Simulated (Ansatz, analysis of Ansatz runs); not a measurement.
# Y4S3N2 (C2/m), nudged elastic band: H transfer from N to S (q = +1)

Aim: the barrier of one jump in Y4S3N2 (C2/m) at charge +1: H transfer from N to S. The model is a cell of 36 host atoms with 1 H put in; H is the atom that moves.

Program: Ansatz 0.2.0. Level of theory: plane-wave PAW DFT, PBEsol; nudged elastic band between two relaxed defect structures at fixed charge in a uniform background. Results are calculated unless marked as measured.

**1. The structure**

The cell holds 37 atoms: 16 Y, 12 S, 8 N and 1 H. Cell: a = 12.778 Å, b = 7.583 Å, c = 9.763 Å, α = 90.0°, β = 128.5°, γ = 90.0°. It derives from Y4S3N2 (space group C2/m). Nearest the centre at fractional (0.289, 0.661, 0.244): H37 at 0.95 Å, S31 at 0.95 Å, Y21 at 1.95 Å, N33 at 2.80 Å, Y23 at 2.87 Å, Y3 at 2.98 Å, Y25 at 3.09 Å, S27 at 3.14 Å. The cell carries charge +1.

As a file:

```xyz
37
Lattice="12.7781 0.0000 -0.0248 0.0000 7.5830 0.0000 -6.0606 0.0000 7.6537" Properties=species:S:1:pos:R:3 pbc="T T T"
Y    -0.6153    1.8957    4.9602
Y     5.7738    0.0000    4.9478
Y     0.9438    0.0000    2.6811
Y     7.3328    1.8957    2.6687
Y     4.6955    0.0000    1.0893
Y    11.0845    1.8957    1.0769
Y    -4.3670    1.8957    6.5520
Y     2.0220    0.0000    6.5396
S     0.0000    0.0000    0.0000
S     6.3891    1.8957   -0.0124
S    -2.5264    0.0000    5.9982
S     3.8626    1.8957    5.9858
S     2.8549    1.8957    1.6431
S     9.2440    0.0000    1.6307
N    -0.3467    1.8957    2.7567
N     6.0423    0.0000    2.7443
N     0.6752    0.0000    4.8846
N     7.0643    1.8957    4.8722
Y    -0.6153    5.6872    4.9602
Y     5.7738    3.7915    4.9478
Y     0.9438    3.7915    2.6811
Y     7.3328    5.6872    2.6687
Y     4.6955    3.7915    1.0893
Y    11.0845    5.6872    1.0769
Y    -4.3670    5.6872    6.5520
Y     2.0220    3.7915    6.5396
S     0.0000    3.7915    0.0000
S     6.3891    5.6872   -0.0124
S    -2.5264    3.7915    5.9982
S     3.8626    5.6872    5.9858
S     2.8549    5.6872    1.6431
S     9.2440    3.7915    1.6307
N    -0.3467    5.6872    2.7567
N     6.0423    3.7915    2.7443
N     0.6752    3.7915    4.8846
N     7.0643    5.6872    4.8722
H     1.5816    5.6872    2.0848
```

The cell's shortest repeat is 7.6 Å.

**2. Relaxation of the start point, charge +1**

The ends come first: from an unrelaxed start the top is counted from too high an energy, and the barrier comes out too low. Small random displacements break the symmetry of the ideal sites, so that the defect can distort if it gains by it. The charge of +1 is set by the electron count, and a uniform background keeps the cell neutral.

qp1_c36k1s.start/input.yaml

```yaml
crystal:
  lattice:
    - [12.77813411, 0.0, -0.02476517]
    - [0.0, 7.58297771, 0.0]
    - [-6.06062451, 0.0, 7.65368011]
  atoms:
    - { symbol: "Y", position: [0.25962613, 0.25, 0.64891759] }
    - { symbol: "Y", position: [0.75962613, 0.0, 0.64891759] }
    - { symbol: "Y", position: [0.24037387, 0.0, 0.35108241] }
    - { symbol: "Y", position: [0.74037387, 0.25, 0.35108241] }
    - { symbol: "Y", position: [0.43563346, 0.0, 0.14373378] }
    - { symbol: "Y", position: [0.93563346, 0.25, 0.14373378] }
    - { symbol: "Y", position: [0.06436654, 0.25, 0.85626622] }
    - { symbol: "Y", position: [0.56436654, 0.0, 0.85626622] }
    - { symbol: S, position: [0.0, 0.0, 0.0] }
    - { symbol: S, position: [0.5, 0.25, 0.0] }
    - { symbol: S, position: [0.17425595, 0.0, 0.78426088] }
    - { symbol: S, position: [0.67425595, 0.25, 0.78426088] }
    - { symbol: S, position: [0.32574405, 0.25, 0.21573912] }
    - { symbol: S, position: [0.82574405, 0.0, 0.21573912] }
    - { symbol: "N", position: [0.14391518, 0.25, 0.36064226] }
    - { symbol: "N", position: [0.64391518, 0.0, 0.36064226] }
    - { symbol: "N", position: [0.35608482, 0.0, 0.63935774] }
    - { symbol: "N", position: [0.85608482, 0.25, 0.63935774] }
    - { symbol: "Y", position: [0.25962613, 0.75, 0.64891759] }
    - { symbol: "Y", position: [0.75962613, 0.5, 0.64891759] }
    - { symbol: "Y", position: [0.24037387, 0.5, 0.35108241] }
    - { symbol: "Y", position: [0.74037387, 0.75, 0.35108241] }
    - { symbol: "Y", position: [0.43563346, 0.5, 0.14373378] }
    - { symbol: "Y", position: [0.93563346, 0.75, 0.14373378] }
    - { symbol: "Y", position: [0.06436654, 0.75, 0.85626622] }
    - { symbol: "Y", position: [0.56436654, 0.5, 0.85626622] }
    - { symbol: S, position: [0.0, 0.5, 0.0] }
    - { symbol: S, position: [0.5, 0.75, 0.0] }
    - { symbol: S, position: [0.17425595, 0.5, 0.78426088] }
    - { symbol: S, position: [0.67425595, 0.75, 0.78426088] }
    - { symbol: S, position: [0.32574405, 0.75, 0.21573912] }
    - { symbol: S, position: [0.82574405, 0.5, 0.21573912] }
    - { symbol: "N", position: [0.14391518, 0.75, 0.36064226] }
    - { symbol: "N", position: [0.64391518, 0.5, 0.36064226] }
    - { symbol: "N", position: [0.35608482, 0.5, 0.63935774] }
    - { symbol: "N", position: [0.85608482, 0.75, 0.63935774] }
    - { symbol: H, position: [0.253358, 0.75, 0.273217] }
total_charge: 1
basis:
  ecutwfc: 420
  xc_grid: 2
hamiltonian:
  xc: pbesol
kpoints:
  mp_grid: { grid: [1, 1, 1], shift: [0.25, 0.25, 0.25] }
scf:
  occupations: { method: fixed }
  max_iter: 120
output:
  forces: true
relax:
  f_tol: 0.02
  max_steps: 70
  random_displacement: { amplitude: 0.03, seed: 9430 }
```

Command:

```sh
$ ansatz run input.yaml --threads 32 --pin off --max-ram 84787MiB --backend cuda --events-out ev --progress --plain --runs-dir out --max-vram 78GiB
```

The program printed:

```text
[...]
Engine: ansatz 0.2.0, aarch64-unknown-linux-gnu
[...]
Pseudopotential: Y, paw, valence charge 11, recommended cutoff 420 eV (normal), Y.paw.azcp
Pseudopotential: S, paw, valence charge 6, recommended cutoff 420 eV (normal), S.paw.azcp
Pseudopotential: N, paw, valence charge 5, recommended cutoff 420 eV (normal), N.paw.azcp
Pseudopotential: H, paw, valence charge 1, recommended cutoff 420 eV (normal), H.paw.azcp
Functional definition: PBEsol
[...]
Crystal: 37 atoms, lattice volume = 740.475 Å³
Basis set: ecut = 420 eV, 14481 PW (Γ), exchange–correlation on 180×108×144 points (8 copies of the dense FFT grid, shifted against one another)
Bands: 181, of which v1, the nominal top of the filled ones, is band 144 counted from 1 (143 counted from 0)
[...]
k-points: 1
[...]
SCF iter   8: F=-74463.402418 eV  HF=-74463.402416 eV  |F-HF|=1.38e-6  |Δ(HF+E_count)|=   2.03e-6  Δρ=1.13e-5  dr2=1.37e-6  ethr=3.47e-9  ⟨swp⟩=4.0  Hψ=478  notcnv=0
SCF 1 converged in 8 iterations: F = -74463.402418 eV  dr2 = 1.37e-6
[...]
relax step   1: F+E_penalty+E_count = -74463.40241781 eV  Δ(F+E_penalty+E_count) = +0.000e0 eV  max|allowed force component| = 2.330e0 eV/Å  Δτ_max = 0.0000 Å  (8 SCF iters, dr2 threshold 1.00e-5 eV,  [...]
[...]
relax step   2: F+E_penalty+E_count = -74464.06178106 eV  Δ(F+E_penalty+E_count) = -6.594e-1 eV  max|allowed force component| = 1.254e0 eV/Å  Δτ_max = 0.1948 Å  (6 SCF iters, dr2 threshold 1.00e-4 eV, [...]
[...]
SCF 9 converged in 6 iterations: F = -74465.828587 eV  dr2 = 3.95e-6
[...]
SCF 10 converged in 6 iterations: F = -74465.824641 eV  dr2 = 6.35e-7
[...]
SCF 12 converged in 6 iterations: F = -74465.831014 eV  dr2 = 2.65e-8
[...]
SCF converged after 6 iterations
[...]
--- Relaxed structure (12 steps of the walk, 11 accepted, 0 SCFs on fresh bases) ---
[...]
```

Wall time 5 s (1 × NVIDIA GB200 with 32 threads of Arm Neoverse V2, shared host); peak memory 1.2 GiB.

Relaxation path:

| step | energy less that of the first step (eV) | largest force component (eV/Å) |
| --- | --- | --- |
| 1 | 0.0000 | 2.3299 |
| 3 | -0.9136 | 1.4037 |
| 5 | -1.7593 | 2.1430 |
| 7 | -2.3079 | 0.8461 |
| 9 | -2.4262 | 0.1331 |
| 11 | -2.4284 | 0.0250 |
| 12 | -2.4286 | 0.0086 |

The atoms that moved most (Å, from the sites as typed, ahead of the random displacement, the mean shift of all atoms taken out):

| atom | dx | dy | dz | length |
| --- | --- | --- | --- | --- |
| H37 | -1.213 | -0.004 | -0.242 | 1.237 |
| Y21 | 0.110 | -0.110 | 0.056 | 0.165 |
| Y3 | 0.108 | 0.106 | 0.053 | 0.161 |
| Y24 | -0.100 | -0.001 | -0.121 | 0.157 |
| N33 | 0.079 | -0.006 | -0.078 | 0.111 |
| S13 | 0.059 | -0.003 | 0.034 | 0.068 |
| N15 | 0.063 | -0.004 | 0.022 | 0.067 |
| S14 | 0.041 | -0.003 | 0.031 | 0.052 |

Final coordinates:

```xyz
37
Lattice="12.7781 0.0000 -0.0248 0.0000 7.5830 0.0000 -6.0606 0.0000 7.6537" Properties=species:S:1:pos:R:3 pbc="T T T"
Y    -0.6212    1.8958    4.9904
Y     5.7959    0.0040    4.9459
Y     1.0494    0.1056    2.7291
Y     7.3583    1.8953    2.6788
Y     4.7319   -0.0130    1.0881
Y    11.1296    1.8937    1.0841
Y    -4.3344    1.8986    6.5415
Y     2.0431    0.0143    6.5515
S     0.0356   -0.0069    0.0234
S     6.4147    1.8948   -0.0111
S    -2.4941   -0.0035    5.9688
S     3.8863    1.8988    5.9854
S     2.9111    1.8926    1.6714
S     9.2823   -0.0035    1.6566
N    -0.2865    1.8908    2.7735
N     6.0789   -0.0063    2.7368
N     0.6901   -0.0016    4.8929
N     7.0800    1.8992    4.8857
Y    -0.5689    5.6877    4.9577
Y     5.7961    3.7879    4.9459
Y     1.0511    3.6811    2.7319
Y     7.3595    5.6860    2.6833
Y     4.7322    3.7988    1.0862
Y    10.9821    5.6853    0.9502
Y    -4.3327    5.6896    6.5376
Y     2.0444    3.7812    6.5528
S     0.0365    3.7997    0.0245
S     6.4132    5.6873   -0.0314
S    -2.4956    3.8003    5.9645
S     3.8770    5.6895    5.9783
S     2.8718    5.6826    1.6726
S     9.2803    3.7894    1.6535
N    -0.2704    5.6809    2.6735
N     6.0792    3.7875    2.7368
N     0.6889    3.8022    4.8939
N     7.0728    5.6916    4.8848
H     0.3656    5.6825    1.8379
```

Neighbours of H37 at the end:

| atom | distance (Å) |
| --- | --- |
| N33 | 1.050 |
| Y21 | 2.297 |
| Y3 | 2.299 |
| Y24 | 2.328 |
| S31 | 2.512 |
| S27 | 2.635 |
| S9 | 2.643 |
| Y25 | 3.253 |
| Y19 | 3.257 |

Among the atoms that came to bonding distance: N33–H37 1.05 Å (from 2.04).

This step gave:

```
free energy                                                                                       : -74465.8310 eV
r.m.s. move of the farther half of the atoms                                                      : 0.01940 Å
largest move from the ideal geometry of this structure, a common shift of the far atoms taken out : 1.267 Å
```

The relaxation gained 2.429 eV and ended with a largest force component of 0.0086 eV/Å.

**3. Relaxation of the end point, charge +1**

The end point is relaxed in the same cell and settings, so that the two energies compare. Atoms more than 3.2 Å from the middle of the hop start where the first relaxation left them, the nearer ones on or close to their ideal places, with small random displacements.

qp1_c36k1s.end/input.yaml

```yaml
crystal:
  lattice:
    - [12.77813411, 0.0, -0.02476517]
    - [0.0, 7.58297771, 0.0]
    - [-6.06062451, 0.0, 7.65368011]
  atoms:
    - { symbol: "Y", position: [0.25881375, 0.25003117, 0.65217182] }
    - { symbol: "Y", position: [0.75901532, 0.00054173, 0.6479669] }
    - { symbol: "Y", position: [0.24037387, 0.0, 0.35108241] }
    - { symbol: "Y", position: [0.74076373, 0.24995753, 0.35170191] }
    - { symbol: "Y", position: [0.4361866, -0.00170324, 0.14287621] }
    - { symbol: "Y", position: [0.93738856, 0.24974249, 0.14397571] }
    - { symbol: "Y", position: [0.06405195, 0.25038509, 0.85420274] }
    - { symbol: "Y", position: [0.56454263, 0.00189914, 0.85712742] }
    - { symbol: S, position: [0.00201683, -0.00089906, 0.00236934] }
    - { symbol: S, position: [0.49986981, 0.24989534, -0.00052079] }
    - { symbol: S, position: [0.17274916, -0.00044408, 0.77972571] }
    - { symbol: S, position: [0.6738684, 0.25041249, 0.78351593] }
    - { symbol: S, position: [0.32574405, 0.25, 0.21573912] }
    - { symbol: S, position: [0.82812497, -0.00044017, 0.2184313] }
    - { symbol: "N", position: [0.14745996, 0.24936356, 0.36216469] }
    - { symbol: "N", position: [0.64409827, -0.00081044, 0.35896765] }
    - { symbol: "N", position: [0.35554369, -0.00019795, 0.63975358] }
    - { symbol: "N", position: [0.8559246, 0.25047012, 0.64042431] }
    - { symbol: "Y", position: [0.26088389, 0.7500756, 0.64791221] }
    - { symbol: "Y", position: [0.75903859, 0.49954839, 0.64797819] }
    - { symbol: "Y", position: [0.24037387, 0.5, 0.35108241] }
    - { symbol: "Y", position: [0.74114964, 0.74985925, 0.35230443] }
    - { symbol: "Y", position: [0.43563346, 0.5, 0.14373378] }
    - { symbol: "Y", position: [0.91751957, 0.74975785, 0.12641677] }
    - { symbol: "Y", position: [0.06436654, 0.75, 0.85626622] }
    - { symbol: "Y", position: [0.56471688, 0.49865271, 0.85730047] }
    - { symbol: S, position: [0.0, 0.5, 0.0] }
    - { symbol: S, position: [0.49848328, 0.7500302, -0.00317503] }
    - { symbol: S, position: [0.17235908, 0.50117579, 0.77915641] }
    - { symbol: S, position: [0.67269971, 0.750321, 0.78258704] }
    - { symbol: S, position: [0.32574405, 0.75, 0.21573912] }
    - { symbol: S, position: [0.82778126, 0.49975031, 0.21801585] }
    - { symbol: "N", position: [0.14391518, 0.75, 0.36064226] }
    - { symbol: "N", position: [0.6441185, 0.49949478, 0.35897435] }
    - { symbol: "N", position: [0.35550367, 0.50142466, 0.63987095] }
    - { symbol: "N", position: [0.85530487, 0.75058282, 0.6403036] }
    - { symbol: H, position: [0.325575, 0.572502, 0.215661] }
total_charge: 1
basis:
  ecutwfc: 420
  xc_grid: 2
hamiltonian:
  xc: pbesol
kpoints:
  mp_grid: { grid: [1, 1, 1], shift: [0.25, 0.25, 0.25] }
scf:
  occupations: { method: fixed }
  max_iter: 120
output:
  forces: true
relax:
  f_tol: 0.02
  max_steps: 70
  random_displacement: { amplitude: 0.01, seed: 9430 }
```

The program printed:

```text
[... repeated set-up lines and file paths are left out, and long positions are rounded to six places ...]
[...]
Crystal: 37 atoms, lattice volume = 740.475 Å³
Basis set: ecut = 420 eV, 14481 PW (Γ), exchange–correlation on 180×108×144 points (8 copies of the dense FFT grid, shifted against one another)
[...]
relax step   1: F+E_penalty+E_count = -74463.11024131 eV  Δ(F+E_penalty+E_count) = +0.000e0 eV  max|allowed force component| = 2.377e0 eV/Å  Δτ_max = 0.0000 Å  (8 SCF iters, dr2 threshold 1.00e-5 eV,  [...]
[...]
relax step   8: F+E_penalty+E_count = -74464.25077957 eV  Δ(F+E_penalty+E_count) = -6.045e-2 eV  max|allowed force component| = 3.502e-1 eV/Å  Δτ_max = 0.1991 Å  (5 SCF iters, dr2 threshold 1.00e-4 eV [...]
[...]
relax step  17: F+E_penalty+E_count = -74464.34932768 eV  Δ(F+E_penalty+E_count) = -2.710e-4 eV  max|allowed force component| = 4.985e-3 eV/Å  Δτ_max = 0.0036 Å  (5 SCF iters, accepted)
[...]
--- Relaxed structure (17 steps of the walk, 17 accepted, 0 SCFs on fresh bases) ---
[...]
```

Elapsed: 8.3 s, on 1 × NVIDIA GB200 with 32 threads; peak memory 1.2 GiB.

The steps of the relaxation:

| step | energy less that of the first step (eV) | largest force component (eV/Å) |
| --- | --- | --- |
| 1 | 0.0000 | 2.3772 |
| 3 | -0.7713 | 0.1346 |
| 5 | -0.8738 | 0.9260 |
| 7 | -1.0801 | 0.6001 |
| 9 | -1.1716 | 0.0844 |
| 11 | -1.2019 | 0.2655 |
| 13 | -1.2338 | 0.2396 |
| 15 | -1.2385 | 0.0352 |
| 17 | -1.2391 | 0.0050 |

The atoms that moved most (Å, from the sites as typed, ahead of the random displacement, the mean shift of all atoms taken out):

| atom | dx | dy | dz | length |
| --- | --- | --- | --- | --- |
| H37 | -0.881 | 1.308 | -0.364 | 1.619 |
| S31 | 0.204 | -0.038 | 0.489 | 0.531 |
| Y24 | 0.173 | -0.037 | 0.134 | 0.222 |
| Y25 | -0.032 | -0.033 | -0.162 | 0.169 |
| Y23 | 0.063 | -0.089 | -0.034 | 0.114 |
| Y21 | -0.011 | -0.094 | 0.060 | 0.112 |
| N33 | 0.075 | -0.042 | -0.009 | 0.087 |
| S9 | 0.059 | -0.059 | -0.020 | 0.086 |

The relaxed structure:

```xyz
37
Lattice="12.7781 0.0000 -0.0248 0.0000 7.5830 0.0000 -6.0606 0.0000 7.6537" Properties=species:S:1:pos:R:3 pbc="T T T"
Y    -0.6412    1.8610    4.9951
Y     5.7664   -0.0171    4.9136
Y     0.9305    0.0183    2.7400
Y     7.3820    1.8585    2.6651
Y     4.7580    0.0103    1.0506
Y    11.0956    1.8560    1.0530
Y    -4.3527    1.8625    6.5481
Y     2.0556   -0.0395    6.5348
S     0.0696   -0.0659   -0.0034
S     6.4360    1.8603   -0.0127
S    -2.5223   -0.0487    6.0037
S     3.8843    1.8608    5.9650
S     2.8735    1.8548    1.6623
S     9.2760   -0.0451    1.6307
N    -0.3654    1.8545    2.7695
N     6.0654   -0.0332    2.7098
N     0.6588   -0.0174    4.9192
N     7.0674    1.8627    4.8702
Y    -0.6079    5.6520    4.9606
Y     5.7676    3.7355    4.9148
Y     0.9314    3.6969    2.7394
Y     7.3524    5.6494    2.6135
Y     4.7576    3.7027    1.0536
Y    11.1300    5.6484    1.0768
Y    -4.4004    5.6546    6.3881
Y     2.0556    3.7618    6.5334
S     0.0720    3.7863   -0.0016
S     6.3897    5.6483   -0.0245
S    -2.5211    3.7747    6.0071
S     3.8840    5.6533    5.9459
S     3.0583    5.6492    2.1301
S     9.2780    3.7568    1.6311
N    -0.2723    5.6452    2.7455
N     6.0646    3.7414    2.7118
N     0.6562    3.7447    4.9178
N     7.0350    5.6536    4.8032
H     1.9713    5.6493    1.2766
```

Neighbours of H37 at the end:

| atom | distance (Å) |
| --- | --- |
| S31 | 1.382 |
| Y25 | 2.561 |
| Y21 | 2.652 |
| Y3 | 2.652 |
| N33 | 2.682 |
| S27 | 2.952 |
| S9 | 2.957 |
| Y5 | 3.405 |
| Y23 | 3.406 |

This step gave:

| Property | Result |
| --- | --- |
| free energy | -74464.3493 eV |
| r.m.s. move of the farther half of the atoms | 0.03352 Å |
| largest move from the ideal geometry of this structure, a common shift of the far atoms taken out | 1.653 Å |

The relaxation gained 1.239 eV and ended with a largest force component of 0.0050 eV/Å. The end lies 1.482 eV above the start.

[end of part 1 of 2]

[Logs are printed without paths, hosts, clocks, repeated set-up lines and the standing remarks that a program may print on its own settings, such as how far it seeks lower states.]

[Hosts, paths, dates, database ids (printed as entryN), source tags and the programs' standing remarks are cut or masked in the printed files.]
